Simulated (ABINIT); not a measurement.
# Quasiparticle gap of KF (Carobbiite) in ABINIT

Aim: the G0W0 gap of KF (Carobbiite) on LDA, step by step.

Program: ABINIT 10.8.3. Level of theory: LDA and many-body steps on it, plane waves. Results are calculated unless marked as measured.

**1. The structure**

Symmetry: Fm-3m, No. 225, cubic system. Conventional cell: a = 5.344 Å, b = 5.344 Å, c = 5.344 Å, α = 90.00°, β = 90.00°, γ = 90.00°. Nearest to K lie 6 F at 2.67 Å. Nearest to F lie 6 K at 2.67 Å. Farther neighbours and most contacts between anions are not listed.

The cell and positions come from the Crystallography Open Database and are kept as given unless a step says otherwise.

**2. Ground state**

This step: ABINIT 10.8.3; DFT, LDA, plane waves, norm-conserving pseudopotentials.

The ground-state density comes first.

File run.abi:

```
acell 3*1.0 Angstrom
rprim 
  -0.000000000000 2.671850000000 2.671850000000
  2.671850000000 -0.000000000000 2.671850000000
  2.671850000000 2.671850000000 0.000000000000
ntypat 2
znucl 19 9
natom 2
typat 1 2
xred 
  0.000000000000 0.000000000000 0.000000000000
  0.500000000000 0.500000000000 0.500000000000
pp_dirpath "pseudos"
pseudos "K.upf, F.upf"
ecut 36
ngkpt 6 6 6
nshiftk 1
shiftk 0 0 0
kptopt 1
chksymbreak 0
nband 13
occopt 1
tolvrs 1e-10
nstep 60
prtwf 0
optforces 0
optstress 0
indata_prefix "in"
outdata_prefix "out"
tmpdata_prefix "tmp"
```

On the command line:

```sh
OMP_NUM_THREADS=1 mpirun -n 4 abinit run.abi > log
```

Numbers of over 12 decimals in the logs are rounded to 6 here.

The program printed:

```text
.Version 10.8.3 of ABINIT. v10.8.2 released Aug 2026.

 Symmetries : space group Fm -3 m (#225); Bravais cF (face-center cubic)
================================================================================
 Values of the parameters that define the memory need of the present run
     intxc =       0    ionmov =       0      iscf =       7    lmnmax =       6
     lnmax =       6     mgfft =      40  mpssoang =       3    mqgrid =    3001
     natom =       2  nloc_mem =       1    nspden =       1   nspinor =       1
    nsppol =       1      nsym =      48    n1xccc =    2501    ntypat =       2
    occopt =       1   xclevel =       1
-    mband =          13        mffmem =           1         mkmem =           4
       mpw =        2671          nfft =       64000          nkpt =          16
================================================================================
  Rough estimation (10% accuracy) of disk space for files :
================================================================================

--------------------------------------------------------------------------------
------------- Echo of variables that govern the present computation ------------
--------------------------------------------------------------------------------
 -outvars: echo values of preprocessed input variables --------
            acell      1.8897261259E+00  1.8897261259E+00  1.8897261259E+00 Bohr

      chksymbreak           0
             ecut      3.60000000E+01 Hartree
-          fftalg         312

              ixc       -1012
              kpt      0.00000000E+00  0.00000000E+00  0.00000000E+00
                       1.66666667E-01  0.00000000E+00  0.00000000E+00
                       3.33333333E-01  0.00000000E+00  0.00000000E+00
                       5.00000000E-01  0.00000000E+00  0.00000000E+00
                       1.66666667E-01  1.66666667E-01  0.00000000E+00
                       3.33333333E-01  1.66666667E-01  0.00000000E+00
                       5.00000000E-01  1.66666667E-01  0.00000000E+00
                      -3.33333333E-01  1.66666667E-01  0.00000000E+00
                      -1.66666667E-01  1.66666667E-01  0.00000000E+00
   [... 5 further rows ...]
                      -3.33333333E-01  3.33333333E-01  1.66666667E-01
                      -3.33333333E-01  5.00000000E-01  1.66666667E-01
         kptrlatt        6    0    0      0    6    0      0    0    6
          kptrlen      4.28427351E+01
P           mkmem           4
            natom           2
            nband          13
            ngfft          40      40      40
             nkpt          16
            nstep          60
             nsym          48
           ntypat           2
              occ      2.000000  2.000000  2.000000  2.000000  2.000000  2.000000
                       2.000000  2.000000  0.000000  0.000000  0.000000  0.000000
                       0.000000
        optforces           0
        optstress           0
            prtwf           0
            rprim     -0.0000000000E+00  2.6718500000E+00  2.6718500000E+00
[...]
spgroup         225

           tolvrs      1.00000000E-10

             xred      0.0000000000E+00  0.0000000000E+00  0.0000000000E+00
[...]
znucl       19.00000    9.00000

================================================================================

 chkinp: Checking input parameters for consistency.

================================================================================
== DATASET  1 ==================================================================
-   mpi_nproc: 4, omp_nthreads: 1 (-1 if OMP is not activated)

--- !DatasetInfo
iteration_state: {dtset: 1, }
dimensions: {natom: 2, nkpt: 16, mband: 13, nsppol: 1, nspinor: 1, nspden: 1, mpw: 2671, }
cutoff_energies: {ecut:  36.0, pawecutdg:  -1.0, }
electrons: {nelect:   1.60000000E+01, charge:   0.00000000E+00, occopt:   1.00000000E+00, tsmear:   1.00000000E-02, }

 Real(R)+Recip(G) space primitive vectors, cartesian coordinates (Bohr,Bohr^-1):
 R(1)=  0.0000000  5.0490647  5.0490647  G(1)= -0.0990282  0.0990282  0.0990282
 R(2)=  5.0490647  0.0000000  5.0490647  G(2)=  0.0990282 -0.0990282  0.0990282
 R(3)=  5.0490647  5.0490647  0.0000000  G(3)=  0.0990282  0.0990282 -0.0990282
 Unit cell volume ucvol=  2.5743217E+02 bohr^3
 Angles (23,13,12)=  6.00000000E+01  6.00000000E+01  6.00000000E+01 degrees

 getcut: wavevector=  0.0000  0.0000  0.0000  ngfft=  40  40  40
         ecut(hartree)=     36.000   => boxcut(ratio)=   2.07404

--- Pseudopotential description ------------------------------------------------
- K Generated using ONCVPSP code by D. R. Hamann
- 19.00000   9.00000  180309                  znucl, zion, pspdat
12 -1012 2 -1 2170                            pspcod,pspxc,lmax,lloc,mmax
     nproj     2     2     2
  pspatm : epsatm=    8.21740868
         --- l  ekb(1:nproj) -->
[...]
pspatm: atomic psp has been read  and splines computed

- F Generated using ONCVPSP code by D. R. Hamann
-  9.00000   7.00000  201202                  znucl, zion, pspdat
12 -1012 2 -1 824                             pspcod,pspxc,lmax,lloc,mmax
     nproj     2     2     1
  pspatm : epsatm=    4.94580260
         --- l  ekb(1:nproj) -->
[...]
1   -4.029087   -1.312559
             2   -2.364936
 pspatm: atomic psp has been read  and splines computed

   2.10611380E+02                                ecore*ucvol(ha*bohr**3)
--------------------------------------------------------------------------------

_setup2: Arith. and geom. avg. npw (full set) are    2654.523    2654.506

================================================================================

--- !BeginCycle
iteration_state: {dtset: 1, }
solver: {iscf: 7, nstep: 60, nline: 4, wfoptalg: 0, }
tolerances: {tolvrs: 1.00E-10, }

     iter   Etot(hartree)      deltaE(h)  residm     vres2
 ETOT  1  -54.518220455049    -5.452E+01 9.512E-02 4.004E+02
 ETOT  2  -54.494778304748     2.344E-02 7.408E-03 3.922E+02
 ETOT  3  -54.608614231348    -1.138E-01 4.070E-03 2.646E+01
 ETOT  4  -54.614311568290    -5.697E-03 1.980E-03 9.025E-02
 ETOT  5  -54.614335758939    -2.419E-05 1.034E-03 2.304E-03
 ETOT  6  -54.614336235273    -4.763E-07 3.258E-04 3.081E-04
 ETOT  7  -54.614336296004    -6.073E-08 3.096E-04 8.713E-07
 ETOT  8  -54.614336296043    -3.891E-11 2.011E-04 2.357E-07
 ETOT  9  -54.614336296080    -3.778E-11 2.309E-04 5.526E-11

 At SCF step    9       vres2   =  5.53E-11 < tolvrs=  1.00E-10 =>converged.

--- !ResultsGS
iteration_state: {dtset: 1, }
comment   : Summary of ground state results
lattice_vectors:
- [ -0.0000000,   5.0490647,   5.0490647, ]
- [  5.0490647,  -0.0000000,   5.0490647, ]
- [  5.0490647,   5.0490647,   0.0000000, ]
lattice_lengths: [   7.14046,    7.14046,    7.14046, ]
lattice_angles: [ 60.000,  60.000,  60.000, ] # degrees, (23, 13, 12)
lattice_volume:   2.5743217E+02
convergence: {deltae: -3.778E-11, res2:  5.526E-11, residm:  2.309E-04, diffor:  0.000E+00, }
etotal    :  -5.46143363E+01
entropy   :   0.00000000E+00
fermie    :  -1.12255201E-02
cartesian_stress_tensor: null
pressure_GPa: null
xred      :
- [  0.0000E+00,   0.0000E+00,   0.0000E+00,  K]
- [  5.0000E-01,   5.0000E-01,   5.0000E-01,  F]
cartesian_forces: null
force_length_stats: {min: null, max: null, mean: null, }

 Integrated electronic density in atomic spheres:
 ------------------------------------------------
 Atom  Sphere_radius  Integrated_density
    1        2.00000          6.92915763
    2        2.00000          6.98565705
================================================================================

 ----iterations are completed or convergence reached----

 Mean square residual over all n,k,spin=   27.907E-07; max=  23.089E-05
 reduced coordinates (array xred) for    2 atoms
       0.000000000000      0.000000000000      0.000000000000
       0.500000000000      0.500000000000      0.500000000000
 rms dE/dt=  0.0000E+00; max dE/dt=  0.0000E+00; dE/dt below (all hartree)
    1       0.000000000000      0.000000000000      0.000000000000
    2       0.000000000000      0.000000000000      0.000000000000

 cartesian coordinates (angstrom) at end:
    1      0.000000     0.000000     0.000000
    2      2.671850     2.671850     2.671850
 length scales=  1.889726125908  1.889726125908  1.889726125908 bohr
              =  1.000000000000  1.000000000000  1.000000000000 angstroms
 prteigrs : about to open file out_EIG
 Fermi (or HOMO) energy (hartree) =  -0.01123   Average Vxc (hartree)=  -0.33877
 Eigenvalues (hartree) for nkpt=  16  k points:
 kpt#   1, nband= 13, wtk=  0.00463, kpt=  0.0000  0.0000  0.0000 (reduced coord)
  -0.95408   -0.67957   -0.34519   -0.34519   -0.34519   -0.01123   -0.01123   -0.01123
   0.20271    0.37627    0.37627    0.37627    0.43854
 prteigrs : prtvol=0 or 1, do not print more k-points.

--- !EnergyTerms
iteration_state     : {dtset: 1, }
comment             : Components of total free energy in Hartree
kinetic             :  2.64061494464258E+01
hartree             :  1.40150605862758E+01
xc                  : -1.16604267874220E+01
Ewald energy        : -3.63106064938669E+01
psp_core            :  8.18123784226526E-01
local_psp           : -4.94807455888838E+01
non_local_psp       :  1.59810875716410E+00
total_energy        : -5.46143362960805E+01
total_energy_eV     : -1.48613179952054E+03
band_energy         : -5.51243988360573E+00

== END DATASET(S) ==============================================================
================================================================================

 -outvars: echo values of variables after computation  --------
           etotal     -5.4614336296E+01
            nband          13
             nkpt          16
          spgroup         225
 [... the other variables as echoed above ...]

 Calculation completed.
```

Elapsed: 7.1 s, on 4 MPI ranks of Arm Neoverse V1, shared host; peak memory 0.33 GiB; 26 s of CPU time.

This step gave:

| Quantity | Value |
| --- | --- |
| total energy | -1486.1318 eV |
| gap | 5.822 eV |
| k of the valence top | 0, 0, 0 |
| k of the conduction bottom | 0, 0, 0 |
| least direct gap | 5.822 eV |

The gap is direct, at Γ.

(Part 1 of 3 ends here.)

[Paths, hosts, dates, memory and timing lines, banners, echoed tables and standing remarks are left out of the program output.]

[Logs are printed without paths, hosts, clocks, repeated set-up lines and the standing remarks that a program may print on its own settings, such as how far it seeks lower states.]

[Runs of the session that timed out or met a known fault of the program may be left out.]

[Hosts, paths, dates, database ids (printed as entryN), source tags and the programs' standing remarks are cut or masked in the printed files.]

[G0W0 gaps are taken among the corrected bands and points alone; a level outside them can change the order at an edge.]

[Where Ansatz stands beside ABINIT at settings called matched, ABINIT's density can come from a denser mesh and the files from another edition; pairs whose starting gaps differed by over 0.03 eV were left out, so agreement reads better than it is.]
